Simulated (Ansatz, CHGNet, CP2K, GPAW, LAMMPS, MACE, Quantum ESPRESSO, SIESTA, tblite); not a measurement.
# tblite runs on amorphous SiO1.9 (78 atoms)

How do the settings of tblite change the result for amorphous SiO1.9 (78 atoms)? A plane-wave run serves as the yardstick.

Main program and level: tblite 0.8.0; the method is named at each step.

### 1. Starting point

The cell holds 78 atoms: 27 Si and 51 O. Cell: a = 10.502 Å, b = 10.502 Å, c = 10.502 Å, α = 90.0°, β = 90.0°, γ = 90.0°. 78 atoms (27 Si, 51 O) placed at random at 2.26 g/cm³, melted at 5000 K for 10 ps at fixed volume with the Tersoff Si-O potential (Munetoh et al., Comput. Mater. Sci. 39, 334 (2007)). Quenched from 5000 K to 500 K at 20 K/ps and fixed volume, annealed at 2000 K for 50 ps, held 5 ps.

The yardstick, on the same geometry:

| Quantity | Value |
| --- | --- |
| method | Kohn-Sham DFT, PBE, SSSP efficiency 1.3.0 pseudopotentials, plane waves (Quantum ESPRESSO 7.5); sssp-pbe-1.3.0-efficiency, cutoffs 60/480 Ry, Γ point |
| r.m.s. force component | 1.368 eV/Å |
| longest force | 5.01 eV/Å |
| pressure | -1.028 GPa |
| time | 3.1 min on 4 MPI ranks of Arm Neoverse V1, shared host |
| CPU time | 12 min |

### 2. GFN2-xTB

Method: GFN2-xTB tight binding, diagonalisation.

run.py

```python
import numpy as np
from ase.io import read
from tblite.ase import TBLite

atoms = read("structure.xyz")
atoms.calc = TBLite(method="GFN2-xTB", electronic_temperature=580, accuracy=1.0, max_iterations=250, mixer_damping=0.4, verbosity=1)
energy = atoms.get_potential_energy()
forces = atoms.get_forces()
print(f"energy {energy:.6f} eV")
print("forces (eV/A)")
for i, (a, f) in enumerate(zip(atoms, forces)):
    print(f"{i:4d} {a.symbol:2s} {f[0]:10.5f} {f[1]:10.5f} {f[2]:10.5f}")
stress = -atoms.get_stress(voigt=False) * 160.21766
print("stress (GPa, compression positive)")
for row in stress:
    print(" ".join(f"{x:10.4f}" for x in row))
print("charges (e)")
print(np.array2string(atoms.get_charges(), precision=4, suppress_small=True, max_line_width=110, threshold=100000))
```

structure.xyz

```xyz
78
Lattice="10.50180 0.00000 0.00000 0.00000 10.50180 0.00000 0.00000 0.00000 10.50180" Properties=species:S:1:pos:R:3 pbc="T T T"
Si 1.46490 7.10877 3.02116
Si 2.79516 7.75400 0.25446
Si 4.48154 3.50319 9.10433
Si 1.43098 1.28742 3.22374
Si 8.32971 0.05997 10.36748
Si 0.90547 10.46294 0.34771
Si 9.50024 8.35345 6.15679
Si 1.56109 5.09726 5.52941
Si 8.87633 7.58293 3.16640
Si 7.75852 5.81432 0.77934
Si 4.76488 0.63536 8.35292
Si 9.11934 5.52174 5.05693
Si 7.91311 7.92529 8.79095
Si 3.75649 3.23844 4.23244
Si 9.82548 3.61010 2.47118
Si 1.90933 1.96415 8.49144
Si 8.27941 0.93088 5.61237
Si 7.30348 10.27696 2.79768
Si 8.90826 3.15243 9.94037
Si 3.17690 6.16739 8.00048
Si 4.65597 8.57829 6.61697
Si 5.01829 9.83809 0.78165
Si 10.03888 3.30345 6.91838
Si 4.98468 4.59118 1.51478
Si 6.48570 5.98141 6.66182
Si 5.86273 2.80986 6.61844
Si 1.91910 9.30659 5.18285
O 9.11850 7.27260 4.83188
O 4.32433 4.24525 3.01832
O 7.23122 1.86554 6.54714
O 7.54470 9.31972 9.57029
O 4.88323 2.62156 5.27663
O 8.12188 6.90819 10.21678
O 0.57770 8.85207 6.11898
O 1.58640 0.55586 1.80536
O 5.62214 7.34328 6.09724
O 2.09448 8.29212 3.92400
O 8.50289 1.53515 9.68791
O 2.30735 6.99577 1.61507
O 4.20219 4.97838 8.39251
O 0.97121 2.53177 7.33824
O 7.96372 4.35919 0.03760
O 10.48678 7.68942 2.66147
O 8.36174 6.35873 2.22313
O 9.81855 10.01788 0.31789
O 5.16815 9.97104 7.26378
O 6.84875 6.78017 8.07126
O 9.38588 3.62270 8.36846
O 2.63228 6.70897 9.47903
O 3.44491 9.20913 5.68567
O 5.83816 4.48868 6.96553
O 1.31766 0.11762 4.36444
O 0.93897 1.14753 9.69726
O 9.40111 2.10803 5.90096
O 7.69803 5.28094 5.75730
O 0.31075 2.55110 3.25860
[... 18 atom lines left out ...]
O 7.64878 8.76165 3.20168
O 5.79983 10.30752 2.13460
O 1.79780 9.07461 10.33892
O 5.14494 2.23940 8.05719
```

Command:

```
OMP_NUM_THREADS=1 python run.py > output.txt
```

The log of the run:

```text
------------------------------------------------------------
  cycle        total energy    energy error   density error
------------------------------------------------------------
      1     -245.4080599039  -2.4654599E+02   5.2115618E-01
      2     -254.0147061536  -8.6066462E+00   3.5485537E-01
      3     -255.4519259931  -1.4372198E+00   2.2998323E-01
      4     -256.6936847080  -1.2417587E+00   1.9210273E-01
      5     -256.7524039460  -5.8719238E-02   1.8895860E-01
      6     -257.1975292331  -4.4512529E-01   1.1503152E-01
      7     -256.9644641483   2.3306508E-01   1.3724031E-01
      8     -256.9172247707   4.7239378E-02   1.4219925E-01
      9     -257.3070282343  -3.8980346E-01   7.2780552E-02
     10     -257.2992571202   7.7711141E-03   7.6105857E-02
     11     -257.2994306665  -1.7354632E-04   7.2473783E-02
     12     -257.3714667564  -7.2036090E-02   2.9142748E-02
     13     -257.3674880610   3.9786955E-03   4.0962935E-02
     14     -257.3792109301  -1.1722869E-02   2.7622277E-02
     15     -257.3820850608  -2.8741307E-03   2.1055508E-02
     16     -257.3838646323  -1.7795715E-03   1.7433078E-02
     17     -257.3874831255  -3.6184932E-03   8.7603344E-03
     18     -257.3859345049   1.5486205E-03   1.3539842E-02
     19     -257.3873415162  -1.4070113E-03   9.0655647E-03
     20     -257.3880670022  -7.2548601E-04   5.9394668E-03
     21     -257.3880993965  -3.2394271E-05   6.1967959E-03
     22     -257.3885701089  -4.7071245E-04   2.1306399E-03
     23     -257.3886322149  -6.2105965E-05   5.8250434E-04
     24     -257.3886324546  -2.3969790E-07   5.4843055E-04
     25     -257.3886357186  -3.2640072E-06   2.0651320E-04
     26     -257.3886363102  -5.9164086E-07   8.9056193E-05
     27     -257.3886361305   1.7974480E-07   1.5623588E-04
     28     -257.3886363628  -2.3229262E-07   8.1686958E-05
     29     -257.3886364605  -9.7677855E-08   1.7908118E-05
------------------------------------------------------------
 total:                                   6.329 sec
energy -7003.901545 eV
forces (eV/A)
   0 Si    1.25965    0.20326   -0.47432
   1 Si   -2.46026    0.22022   -1.40531
   2 Si   -0.61171    1.64887    2.65581
   3 Si    0.12387    1.59897    0.19382
   4 Si    1.46616   -0.00081    1.98400
   5 Si    1.55363   -0.93264   -0.43174
   6 Si    0.96254    2.94629    0.08284
   7 Si    1.99441    0.67635   -1.41726
   8 Si   -0.13285    0.56027   -2.12519
   9 Si   -1.93471   -1.18251    0.92140
  10 Si   -2.28509   -1.84440    1.34499
  11 Si    1.22494   -0.55675   -1.79407
  12 Si   -1.11205   -3.28898    1.78345
  13 Si   -0.79879   -0.36579   -1.18721
  14 Si   -2.28874   -2.53080    0.00270
  15 Si   -0.58731   -2.72067    2.04235
  16 Si   -0.19597   -0.03281   -0.39653
  17 Si    0.31646    1.18941   -0.00103
  18 Si    1.27606    0.77393    1.40573
  19 Si    1.01295    1.78251    2.66711
  20 Si   -1.77189   -1.61033    1.09106
  21 Si   -3.00420    1.72210    0.61933
  22 Si    0.27791   -3.27665    0.18708
  23 Si   -2.69425    2.33057    0.15576
[...]
70 O     1.18290   -1.41963   -0.95936
  71 O     0.20990    1.04915   -1.55834
  72 O     0.19629   -0.13059    0.48310
  73 O     0.92791    0.79855    0.78964
  74 O     2.16273   -1.64255    0.07119
  75 O    -0.08677   -1.00897    0.27288
  76 O    -0.83040    0.77057    1.19730
  77 O     1.20464    0.99347   -0.26638
stress (GPa, compression positive)
   -1.1401     1.1143    -1.4629
    1.1143    -7.2282    -1.9982
   -1.4629    -1.9982    -7.2704
charges (e)
[ 0.6306  0.5991  0.6446  0.6117  0.6628  0.6092  0.6457  0.6598  0.6552  0.6319  0.6559  0.6047  0.6623
  0.6147  0.459   0.6496  0.6446  0.6281  0.6476  0.6429  0.6521  0.4363  0.6386  0.4195  0.657   0.6522
  0.634  -0.3648 -0.2776 -0.354  -0.2914 -0.312  -0.3223 -0.3254 -0.2898 -0.3482 -0.358  -0.2995 -0.2716
 -0.3402 -0.3279 -0.314  -0.3431 -0.3325 -0.352  -0.3495 -0.3446 -0.3185 -0.3173 -0.2957 -0.3455 -0.3235
 -0.3483 -0.3244 -0.346  -0.339  -0.345  -0.295  -0.3539 -0.3465 -0.3483 -0.3143 -0.3168 -0.3399 -0.3419
 -0.3415 -0.3083 -0.2948 -0.3335 -0.2633 -0.379  -0.3887 -0.2997 -0.31   -0.338  -0.2796 -0.3314 -0.3033]
```

It took 7 s on 1 thread of Arm Neoverse V1, shared host; peak memory 0.12 GiB.

Banners, paths, timers and routine set-up lines are dropped from the logs unmarked, and long logs keep their key lines alone; longer cuts are marked.

Against the reference:

```
r.m.s. force component                  : 1.202 eV/Å
r.m.s. difference of force components   : 498.8 meV/Å
longest difference of force vectors     : 2055 meV/Å
force difference over r.m.s. force      : 36.45 %
slope of forces against the reference's : 0.8192
correlation of force components         : 0.9328
pressure                                : -5.213 GPa
pressure difference                     : -4.185 GPa
```

Length of the force difference by element (eV/Å):

```tsv
element	atoms	mean	most
O	51	0.61	1.7
Si	27	1.0	2.1
```

A closer look about Si12, picked at random: 13 atoms, nearest first, numbered in the order of the input, with positions taken from that point.

```tsv
atom	x	y	z	distance (Å)	bonds	Mulliken charge (e)	Fx	Fy	Fz (eV/Å)
Si12	0.00	0.00	0.00	0.00	4	0.60	1.22	-0.56	-1.79
O55	-1.42	-0.24	0.70	1.60	2	-0.35	0.13	0.99	-0.11
O64	0.08	-0.75	-1.56	1.74	2	-0.34	1.13	0.08	3.23
O28	0.00	1.75	-0.23	1.77	3	-0.36	-0.73	0.82	-0.24
O57	1.35	-0.86	0.82	1.80	3	-0.34	-0.14	-1.20	0.92
Si9	-0.24	2.06	-1.89	2.81	4	0.66	-0.13	0.56	-2.13
Si8	2.94	-0.42	0.47	3.01	4	0.66	1.99	0.68	-1.42
Si23	0.92	-2.22	1.86	3.04	4	0.64	0.28	-3.28	0.19
O44	-0.76	0.84	-2.83	3.05	2	-0.33	-0.28	1.69	-0.39
Si7	0.38	2.83	1.10	3.06	4	0.65	0.96	2.95	0.08
Si25	-2.63	0.46	1.60	3.12	4	0.66	-0.38	0.61	0.47
O60	2.98	0.21	-1.11	3.18	2	-0.35	-0.56	0.67	1.02
Si15	0.71	-1.91	-2.59	3.29	3	0.46	-2.29	-2.53	0.00
```

Atoms are counted from 1 here, from 0 in the log.

Forces lie 36 % from the reference's, at 0.0094 times its CPU time (on 1 against 4 cores).

### 3. GFN1-xTB

Method: GFN1-xTB tight binding, diagonalisation.

run.py: that of step 2 with these lines changed.

```diff
@@ -5,3 +5,3 @@
 atoms = read("structure.xyz")
-atoms.calc = TBLite(method="GFN2-xTB", electronic_temperature=580, accuracy=1.0, max_iterations=250, mixer_damping=0.4, verbosity=1)
+atoms.calc = TBLite(method="GFN1-xTB", electronic_temperature=580, accuracy=1.0, max_iterations=250, mixer_damping=0.4, verbosity=1)
 energy = atoms.get_potential_energy()
```

structure.xyz is that of step 2.

The log of the run:

```text
------------------------------------------------------------
  cycle        total energy    energy error   density error
------------------------------------------------------------
      1     -273.3032662981  -2.7445880E+02   1.0253199E+00
      2     -281.4349724275  -8.1317061E+00   7.3773469E-01
      3     -289.5629086142  -8.1279362E+00   4.5371448E-01
      4     -291.4952797025  -1.9323711E+00   1.7802938E-01
      5     -294.0367267275  -2.5414470E+00   1.0251388E-01
      6     -294.1805456714  -1.4381894E-01   8.3270581E-02
[...]
18     -294.4337431661  -4.2133036E-07   3.5362794E-05
     19     -294.4337431678  -1.6268018E-09   2.3555582E-05
     20     -294.4337432029  -3.5132643E-08   1.3574199E-05
------------------------------------------------------------
 total:                                   2.916 sec
energy -8011.950245 eV
forces (eV/A)
   0 Si    1.27013   -0.25149   -0.88131
   1 Si   -2.38404   -1.01609   -1.73596
   2 Si    0.12103    1.36890    2.30808
   3 Si    0.35719    1.20231    0.52743
   4 Si    0.63277   -0.09292    1.56937
   5 Si    1.32054   -1.37733   -0.77272
[...]
75 O     0.46040   -1.39140    0.65453
  76 O    -0.87575    0.82850    1.75007
  77 O     1.10659    0.84626   -0.16144
stress (GPa, compression positive)
    6.9532     1.5948    -1.5983
    1.5948     0.7235    -1.5911
   -1.5983    -1.5911     1.7776
charges (e)
[ 0.4769  0.4649  0.5071  0.4621  0.5031  0.4729  0.5009  0.5131  0.5223  0.4669  0.5119  0.5109  0.5097
  0.468   0.279   0.4856  0.4964  0.4702  0.4967  0.4851  0.4893  0.3106  0.5071  0.1577  0.5028  0.5105
  0.4849 -0.1839 -0.2408 -0.2601 -0.2235 -0.2421 -0.2574 -0.2534 -0.2368 -0.2695 -0.2696 -0.236  -0.2336
 -0.2415 -0.237  -0.2544 -0.2577 -0.2374 -0.2648 -0.2368 -0.2671 -0.2423 -0.2663 -0.2287 -0.2553 -0.2503
 -0.268  -0.2514 -0.2417 -0.252  -0.1731 -0.2565 -0.2641 -0.2579 -0.2743 -0.2377 -0.2423 -0.2608 -0.2513
 -0.2646 -0.2313 -0.2484 -0.2554 -0.2172 -0.2827 -0.2773 -0.2282 -0.2548 -0.2405 -0.2428 -0.2832 -0.1627]
```

Elapsed: 3.6 s, on 1 thread; peak memory 0.12 GiB.

Compared with the plane-wave run:

```
r.m.s. force component                  : 1.386 eV/Å
r.m.s. difference of force components   : 737 meV/Å
longest difference of force vectors     : 4099 meV/Å
force difference over r.m.s. force      : 53.86 %
slope of forces against the reference's : 0.868
correlation of force components         : 0.8569
pressure                                : 3.151 GPa
pressure difference                     : 4.179 GPa
```

Against the first run (36 %), the force difference from the reference is 54 %, at 0.52 times the CPU time (20 SCF steps against 29).

### 4. All runs compared

Differences are against the plane-wave reference, forces as r.m.s. over components; share is that over the reference's r.m.s. force, slope the least-squares factor from reference forces to these. Total energies of different programs have different zeros and aren't compared.

```tsv
run	Δ force, r.m.s. (meV/Å)	share (%)	slope	Δ pressure (GPa)	cores	CPU time	memory (GiB)
reference	-	-	-	-	4	12 min	3.8
tblite GFN2-xTB	499	36.5	0.819	-4.18	1	7 s	0.12
tblite GFN1-xTB	737	53.9	0.868	4.18	1	3.6 s	0.12
```

CPU time is summed over cores on a shared host, where runs went side by side, so it is rough. Symmetry, cutoffs, thresholds, outputs and thread counts weren't matched or tuned between programs; memory under MPI is the largest rank's times the ranks.

### 5. Outcome

```json
{
  "nearest in forces": "tblite GFN2-xTB, 36 %",
  "its CPU time": "7 s"
}
```

**Reading.** Tight binding differs by 36 % (tblite GFN2-xTB) to 54 % (tblite GFN1-xTB); it is another model, with fitted parameters of its own, and the xTB methods hold dispersion. Of the electronic-structure runs that take under half the reference's CPU time, tblite GFN2-xTB comes nearest, at 36 % in 7 s against 12 min; its pressure misses by -4.2 GPa. Periodic xTB results under one method name differ between programs and library versions. The reference's pressure holds the uncorrected Pulay stress of its 60 Ry basis, so small pressure differences, and their order, may be the reference's own error. The quench rate of 20 K/ps is many orders above laboratory rates, so the cell is likely richer in defects and strain than a real sample. The network of bonds at the start is that of the classical potential that made the cell, and needn't be the one that DFT or experiment would give. The reference's stress is far from hydrostatic: its diagonal is 2.9, -3.5, -2.5 GPa, compression counted positive. The electronic-structure runs sample only Γ, in a cell whose shortest periodic width is 11 Å, which is coarse for a cell with partly filled levels.

[Also dropped from logs without a mark: logging warnings of Python, and SIESTA's first energy breakdown and zero terms.]

[Logs are printed without paths, hosts, clocks, repeated set-up lines and the standing remarks that a program may print on its own settings, such as how far it seeks lower states.]

[Hosts, paths, dates, database ids (printed as entryN), source tags and the programs' standing remarks are cut or masked in the printed files.]
